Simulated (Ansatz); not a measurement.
# SnSe2 monolayer (1T): phonons and vibrational spectra, part 3 of 3

Wanted: phonon frequencies of SnSe2 monolayer (1T) and what follows from them.

Ansatz 0.2.0; DFT PBEsol, scalar-relativistic, plane waves, PAW.

So far. Step 3 (Tight relaxation): The largest force component left is 0.017 meV/Å, within the tolerances set. Step 4 (Zone-centre response): Before it was imposed, the acoustic sum rule was missed by 2.6e-4 eV/Å² and the charge sum rule by 0.0029 e. Small misses are needed for a sound result but don't prove that mesh and cutoff are converged. The lowest optical mode is real, 109 cm⁻¹.

## 5. Phonons on a q mesh

Stability and thermal properties need the whole zone. Linear response on a 3×3×1 q mesh gives force constants as far as a supercell of that size would, and the tensors from the zone-centre run are typed in so that the long-range dipole term is interpolated apart.

input.yaml

```yaml
crystal:
  lattice:
    - [3.8022403581, 0.0, 0.0]
    - [-1.9011201791, 3.2928367414, 0.0]
    - [0.0, 0.0, 29.9272]
  atoms:
    - { symbol: Sn, position: [0.0, 0.0, 0.3341441899] }
    - { symbol: Se, position: [0.3333333333, 0.6666666667, 0.3871645962] }
    - { symbol: Se, position: [0.6666666667, 0.3333333333, 0.2811237836] }
  periodic: [true, true, false]
kpoints:
  mp_grid: { grid: [9, 9, 1] }
hamiltonian:
  xc: pbesol
scf:
  occupations: { method: fixed }
output:
  eigenvalues: true
phonons:
  method: dfpt
  qmesh: [3, 3, 1]
  temperatures: { t_max: 1000, t_step: 50 }
  qpath:
    path:
      - [0.0, 0.0, 0.0]
      - [0.5, 0.0, 0.0]
      - [0.33333333, 0.33333333, 0.0]
      - [0.0, 0.0, 0.0]
    npoints: 10
  isolated: true
  non_analytic_term:
    high_frequency_dielectric_tensor: [[3.1005, 0.0, 0.0], [0.0, 3.1005, 0.0], [0.0, 0.0, 1.1766]]
    born_effective_charges:
      - { species: Sn, tensor: [[4.9193, 0.0, 0.0], [0.0, 4.9193, 0.0], [0.0, 0.0, 0.2849]] }
      - { species: Se, tensor: [[-2.4597, 0.0, 0.0], [0.0, -2.4597, 0.0], [0.0, 0.0, -0.1425]] }
      - { species: Se, tensor: [[-2.4597, 0.0, 0.0], [0.0, -2.4597, 0.0], [0.0, 0.0, -0.1425]] }
    source: "zone-centre run at this cell"
```

Launch:

```bash
ansatz run input.yaml --threads 8 --pin off --max-ram 14336MiB --backend cpu --events-out ev --progress --plain --runs-dir out
```

Numbers of over 12 decimals in the logs are rounded to 6 here.

What it wrote:

```text
Warning: phonons: the dynamical matrix that this run interpolates holds no multipole term above the dipole-dipole one, and a site of this crystal is no centre of inversion, so its interpolated transverse optical and acoustic branches and sound speeds can stay off near Gamma, and the density of states and the thermodynamics with them. What a run solves at a wave vector of phonons.qpoints, Gamma apart, where the deck admits one, is free of this, and under fd what a larger phonons.supercell samples
[...]
Crystal: 3 atoms, lattice volume = 374.693 Å³
Basis set: ecut = 420 eV, 7301 PW (Γ), exchange–correlation on 54×54×432 points (8 copies of the dense FFT grid, shifted against one another)
Bands: 28, of which v1, the nominal top of the filled ones, is band 23 counted from 1 (22 counted from 0)
Symmetry: 12 space group operations
k-points: 12 of 81 (irreducible under 6 space group operations, time reversal used)
[...]
SCF iter   1: F=—  HF=-16799.165737 eV  |F-HF|=—  |Δ(HF+E_count)|=         —  Δρ=1.26e-3  dr2=6.30e-3  ethr=1.77e-3  ⟨swp⟩=7.6  Hψ=1475  notcnv=0  defer=33
[...]
SCF iter  10: F=-16799.161419 eV  HF=-16799.161419 eV  |F-HF|=2.55e-11  |Δ(HF+E_count)|=  1.09e-11  Δρ=6.54e-9  dr2=1.32e-13  ethr=1.00e-12  ⟨swp⟩=7.0  Hψ=1539  notcnv=0
SCF 1 converged in 10 iterations: F = -16799.161419 eV  dr2 = 1.32e-13
[...]
DFPT response loops at q = (0, 0, 0) (fractional): preconditioner auto → none (the input reference at scf.mixing.eps_inf says where Resta's filter doesn't serve); β = 0.50; Broyden in place of MSR1
[...]
SCF converged after 10 iterations
Free energy (F): -16799.161419 eV
[...]
Internal energy: -16799.161419 eV  (E = F + TS)
E sigma→0 (E₀):  -16799.161419 eV
Fermi energy:    -5.980604 eV
[...]
--- Band table (eV; the first three rows and the last of 12) ---
  k-point 0: bands = [... 19 lower, -6.4654, -6.4654, -6.0597, -6.0597, -4.3534, -2.9472, -1.3745, -1.3745, ... 1 higher]
  k-point 1: bands = [... 19 lower, -7.1336, -6.8478, -6.6930, -5.9806, -3.7860, -2.3038, -1.5029 (-1.5029°), -1.0859, ... 1 higher]
  k-point 2: bands = [... 19 lower, -7.7584, -7.4534, -6.9296, -6.0549, -3.9507, -1.9806, -0.5946 (-0.5946°), -0.5418, ... 1 higher]
  k-point 11: bands = [... 19 lower, -9.7570, -9.3784, -6.9001, -6.9001, -4.1647, -0.7577, -0.7577, 0.6592, ... 1 higher]
  ° read free of the cell's end (the report's vacuum.weakly_bound_levels)
--- Phonons (Γ-DFPT): 6 representative perturbations + reference (Σ response iterations 20) ---
  ASR residual: 1.015e-4 → 0.000e0 eV/Å²; symmetrization residual: 2.482e-5 eV/Å²
[...]
ASR residual per site (eV/Å²): 1.01e-4 2.83e-5 2.16e-5
  Γ frequencies (cm⁻¹): 0.00 0.00 0.00 108.72 108.72 146.67 146.67 184.31 258.05
--- Phonons (arbitrary-q DFPT): 3 irreducible q on the 3×3×1 mesh ---
  q = [0.0000, 0.0000, 0.0000] (star 1, of the zone-centre solve; hermiticity 2.99e-6, symmetrization 7.47e-11, taken by the last average 1.23e-6): -0.00 0.00 0.00 108.72 108.72 146.67 146.67 184.31 258.05
  q = [0.0000, 0.3333, 0.0000] (star 6, 9 solved perturbations on 45 of 81 k-point pairs; hermiticity 2.66e-6, symmetrization 2.41e-10, taken by the last average 1.31e-6): 41.58 61.78 103.23 110.55 151.66 158.21 166.73 180.29 220.14
  q = [0.3333, 0.3333, 0.0000] (star 2, 6 solved perturbations in 192 linear systems a pass and spin channel, the states on 45 of 81 k-point pairs; hermiticity 2.34e-6, symmetrization 3.00e-6, taken by the last average 1.81e-6): 55.18 111.71 111.71 139.84 139.84 154.90 155.97 192.67 192.67
  sum rule: each row above includes the acoustic sum rule's correction from the zone centre's row sums; it moved no ω² by more than (0.48 cm⁻¹)²
  mesh force constants: q→R imaginary residual 0.00e0; ASR residual 1.015e-4 → 0.000e0 eV/Å²; symmetrization residual 8.882e-15 eV/Å²
  interpolated dispersion: 31 rows × 9 modes
  density of states and harmonic sums: on the 21×21×1 q-mesh, interpolated from the force constants of a 3×3×1 supercell (with the dipole–dipole term of supplied tensors)
  largest difference from the sums on the solved wave vectors: F 4.72e-2 eV, S 6.13e-5 and C_V 1.40e-5 eV/K
  zero-point energy: 0.073862 eV/cell   skipped modes (ω ≤ 0): 12, of them read as no rigid motion or as one in doubt: 9 (1.633e-1 modes/cell left out, lowest -16.59 cm⁻¹)   left out of the sums: 1.89e-2 of the cell's modes: C_V's classical limit lies that fraction below 3 k_B per atom; for a crystal, a wire or a layer, F and S can be off by more, and a phonons.interpolated_qmesh denser along its periods is the remedy for the sampling
```

It took 1.9 min on 8 threads of Arm Neoverse V2, shared host; peak memory 2 GiB; 14 min of CPU time.

Numbers from this step:

| Quantity | Value |
| --- | --- |
| sum-rule residual before enforcement | 1.01e-4 eV/Å² |
| lowest frequency on the path | -16.51 cm⁻¹ |
| highest frequency on the path or at a solved wavevector | 258.1 cm⁻¹ |
| lowest mode on the q mesh (acoustic modes at Γ apart) | 41.58 cm⁻¹ |

Frequencies (cm⁻¹) solved at each irreducible wavevector; negative means imaginary. Frequencies by wavevector, by row:

```csv
q in reciprocal lattice units,star,mode 1,mode 2,mode 3,mode 4,mode 5,mode 6,mode 7,mode 8,mode 9
0 0 0,1,0,0,0,108.7,108.7,146.7,146.7,184.3,258.1
0 0.3333 0,6,41.6,61.8,103.2,110.5,151.7,158.2,166.7,180.3,220.1
0.3333 0.3333 0,2,55.2,111.7,111.7,139.8,139.8,154.9,156,192.7,192.7
```

Interpolated from a 3×3×1 q mesh, with the LO-TO term (at Γ the limit along the path; where Γ stands inside the path, tables give the limit on arrival). The phonon branches at the labelled points (cm⁻¹):

```csv
point,branch 1,branch 2,branch 3,branch 4,branch 5,branch 6,branch 7,branch 8,branch 9
Γ,0,0,0,109,109,147,147,184,258
halfway,22,53,91,105,149,150,174,198,223
M,58,66,102,122,144,153,174,174,222
halfway,54,87,119,121,136,159,169,180,210
K,55,112,112,140,140,155,156,193,193
halfway,26,66,97,118,134,161,172,204,207
Γ,0,0,0,109,109,147,147,184,258
```

The phonon branches as a text plot (rows in cm⁻¹):

```
    252 |*****                                               ****
    241 |     **                                           **
    229 |       **                                       **
    218 |         *****************                   ***
    207 |   ******                 ***         **************
    195 | **      **                  *********   **         ***
    184 |*******    ****           *****   *******       ********
    172 |       ********************              *******
    161 |           ****       **************************
    149 |**********************          **              ********
    138 |     ****            *****************     *****
    127 |   **            ******** ***       *******     ****
    115 | **          ****      ******************  *******  ***
    104 |***********************     ****  **     **       ******
     92 |         **               **        *****  **
     81 |       **                *               **  ***
     69 |               **********                  **   **
     58 |     **  ******  *******************         ***
     46 |       **    ****                   *****       ****
     35 |   ****    **                            **
     24 | ****    **                                **     *****
     12 | **                                          ***    ***
      1 |*      **                                              *
    -11 | ******                                         *******
         Γ                   M           K                      Γ
```

Tetrahedra on a 21×21×1 mesh, mean over bins of 5 cm-1. Interpolated from a 3×3×1 q mesh. The phonon density of states by wavenumber; read off at these points:

wavenumber (cm⁻¹), phonon density of states (1/cm⁻¹/cell) and a bar:
```
      -18     0.0115 ###
       -2     0.0033 #
        8     0.0039 #
       22     0.0109 ###
       32     0.0158 #####
       48     0.0335 ###########
       52     0.0734 ##########################
       62     0.0227 #######
       72     0.0250 ########
       88     0.0177 ######
      102     0.0458 ################
      108     0.0859 ##############################
      112     0.0612 #####################
      118     0.0840 #############################
      128     0.0226 #######
      138     0.0824 #############################
      152     0.0407 ##############
      158     0.0846 ##############################
      168     0.0824 #############################
      178     0.0693 ########################
      192     0.0165 #####
      208     0.0541 ###################
      218     0.0461 ################
      232     0.0059 #
      242     0.0046 #
      258     0.0017
```

The partial phonon density of states has structure finer than the step of the table below, so its rows give means over 10 cm⁻¹, whole bins alone (the curve runs from -31.4 to 276 cm⁻¹). Peaks (cm⁻¹: height): Se 53.6: 0.0259, 107.7: 0.0675, 136.7: 0.0635, 167.6: 0.103; Sn 53.6: 0.0346, 67.1: 0.0213, 74.8: 0.0162, 117.3: 0.0204, 150.2: 0.0244, 165.7: 0.0239, 217.8: 0.025.

Phonopy on the run's constants, 17x17x1 mesh, Gaussian sigma 2.2 cm-1. Interpolated from a 3×3×1 q mesh. The partial phonon density of states by wavenumber; means over each step; values in 1/cm⁻¹/cell:

```csv
wavenumber (cm⁻¹),Se,Sn
-20,0.00740,0.00502
-10,0.00343,0.00240
0,5.8e-4,4.3e-4
10,0.00242,0.00179
20,0.00531,0.00400
30,0.00716,0.00578
40,0.0115,0.0102
50,0.0206,0.0241
60,0.0189,0.0220
70,0.0134,0.0159
80,0.00877,0.0106
90,0.00811,0.00902
100,0.0259,0.00844
110,0.0606,0.0105
120,0.0463,0.0180
130,0.0356,0.00533
140,0.0458,0.00788
150,0.0318,0.0197
160,0.0652,0.0195
170,0.0680,0.0139
180,0.0383,0.00828
190,0.0293,0.0142
200,0.0111,0.0111
210,0.0122,0.0174
220,0.0136,0.0228
230,0.00357,0.00555
240,0.00217,0.00266
250,0.00193,0.00249
260,5.8e-4,7.6e-4
270,5.5e-7,5.5e-7
```

Symmetry leaves 3 wavevectors to solve. The lowest mode among them, the acoustic zeros apart, lies at q = (0, 0.333, 0) and is real, 41.6 cm⁻¹. Between them the interpolated path dips to 17i cm⁻¹.

## 6. Another isotope, element Se, natural mass 78.971 amu

An isotope changes the mass and not the force constants, so no new electronic calculation is needed; the shifts show which modes move this element.

The same force constants with the mass of Se changed from 78.971 to 81.917 u (phonopy, no LO-TO term). Both lists are sorted by frequency; levels can cross, so a row need not hold one and the same mode. Modes under 3 cm⁻¹ are left out. Isotope shifts, by row:

```csv
q,rank,natural mass (cm⁻¹),changed mass (cm⁻¹)
0 0 0,4,108.7,106.8
0 0 0,5,108.7,106.8
0 0 0,6,146.7,145.5
0 0 0,7,146.7,145.5
0 0 0,8,184.3,181
0 0 0,9,258.1,256.1
0 0.3333 0,1,41.58,41.2
0 0.3333 0,2,61.78,61.22
0 0.3333 0,3,103.2,101.4
0 0.3333 0,4,110.5,109.3
0 0.3333 0,5,151.7,150.2
0 0.3333 0,6,158.2,155.4
0 0.3333 0,7,166.7,164.3
0 0.3333 0,8,180.3,177.8
0 0.3333 0,9,220.1,218.7
0.3333 0.3333 0,1,55.18,54.76
0.3333 0.3333 0,2,111.7,110.8
0.3333 0.3333 0,3,111.7,110.8
0.3333 0.3333 0,4,139.8,137.4
0.3333 0.3333 0,5,139.8,137.4
0.3333 0.3333 0,6,154.9,153.1
0.3333 0.3333 0,7,156,153.3
0.3333 0.3333 0,8,192.7,190.6
0.3333 0.3333 0,9,192.7,190.6
```

A mode of this element alone would shift by -1.81 %. The highest zone-centre frequency without the field goes from 258.1 to 256.1 cm⁻¹ (-0.8 %). The product of the frequency ratios over all optical modes at Γ is 0.925; the product rule, (m/m′)^(3k/2) (M′/M)^(3/2) with k = 2 such atoms and M the mass of the cell, gives 0.925.

## 7. Isotope substitution, element Sn, natural mass 118.71 amu

The same for Sn, from 118.71 to 123.91 u.

The same force constants with the mass of Sn changed from 118.710 to 123.905 u (phonopy, no LO-TO term). Both lists are sorted by frequency; levels can cross, so a row need not hold one and the same mode. Modes under 3 cm⁻¹ are left out. Isotope shifts, by row:

```csv
q,rank,natural mass (cm⁻¹),changed mass (cm⁻¹)
0 0 0,4,108.7,108.7
0 0 0,5,108.7,108.7
0 0 0,6,146.7,144.9
0 0 0,7,146.7,144.9
0 0 0,8,184.3,184.3
0 0 0,9,258.1,254.9
0 0.3333 0,1,41.58,41.12
0 0.3333 0,2,61.78,61.1
0 0.3333 0,3,103.2,103.2
0 0.3333 0,4,110.5,109.6
0 0.3333 0,5,151.7,150.2
0 0.3333 0,6,158.2,158.1
0 0.3333 0,7,166.7,166
0 0.3333 0,8,180.3,179.4
0 0.3333 0,9,220.1,217.2
0.3333 0.3333 0,1,55.18,54.5
0.3333 0.3333 0,2,111.7,110.3
0.3333 0.3333 0,3,111.7,110.3
0.3333 0.3333 0,4,139.8,139.8
0.3333 0.3333 0,5,139.8,139.8
0.3333 0.3333 0,6,154.9,153.5
0.3333 0.3333 0,7,156,156
0.3333 0.3333 0,8,192.7,191.1
0.3333 0.3333 0,9,192.7,191.1
```

A mode of this element alone would shift by -2.12 %. The highest zone-centre frequency without the field goes from 258.1 to 254.9 cm⁻¹ (-1.2 %). The product of the frequency ratios over all optical modes at Γ is 0.964; the product rule, (m/m′)^(3k/2) (M′/M)^(3/2) with k = 1 such atoms and M the mass of the cell, gives 0.964.

## 8. Summary of results

| Quantity | Value |
| --- | --- |
| space group after relaxation (within 0.01 Å) | P-3m1 |
| area per atom | 4.17 Å² |
| gap on the k-mesh | 0.800 eV |
| highest optical mode at the zone centre (no LO-TO term) | 258 cm⁻¹ |
| lowest optical zone-centre mode | 109 cm⁻¹ |
| largest Born charge (third of the trace) | 3.37 e |
| lowest mode on the q mesh (acoustic modes at Γ apart) | 41.6 cm⁻¹ |
| highest frequency on the path or at a solved wavevector | 258 cm⁻¹ |
| imaginary modes on the 3×3×1 q mesh | none |

In words: No mode is imaginary at the 3 irreducible wavevectors solved, but between them the interpolated path dips to 16.5i cm⁻¹, so stability is not settled. Without the field, the optical modes at Γ span 109 to 258 cm⁻¹. The strongest infrared line is at 147 cm⁻¹. Averaged over orientations, the strongest Raman line at 532 nm and 300 K is at 184 cm⁻¹. The tensors are the static, non-resonant ones, while 532 nm light (2.33 eV) lies above the computed gap. The interpolated path dips to 17i cm⁻¹ between the solved wavevectors, which may come from the interpolation; a denser q mesh would tell. In a sheet or slab the interpolated bending branch near Γ is rough, since the rotational sum rule isn't imposed. Dielectric tensors refer to the cell with its vacuum. Spin-orbit coupling is left out, which can matter for the heavy elements here. The starting cell was built on a prototype and not taken from a measurement. These are harmonic frequencies at zero temperature: anharmonic shifts, linewidths and thermal expansion are left out.

[Logs are printed without paths, hosts, clocks, repeated set-up lines and the standing remarks that a program may print on its own settings, such as how far it seeks lower states.]

[Hosts, paths, dates, database ids (printed as entryN), source tags and the programs' standing remarks are cut or masked in the printed files.]
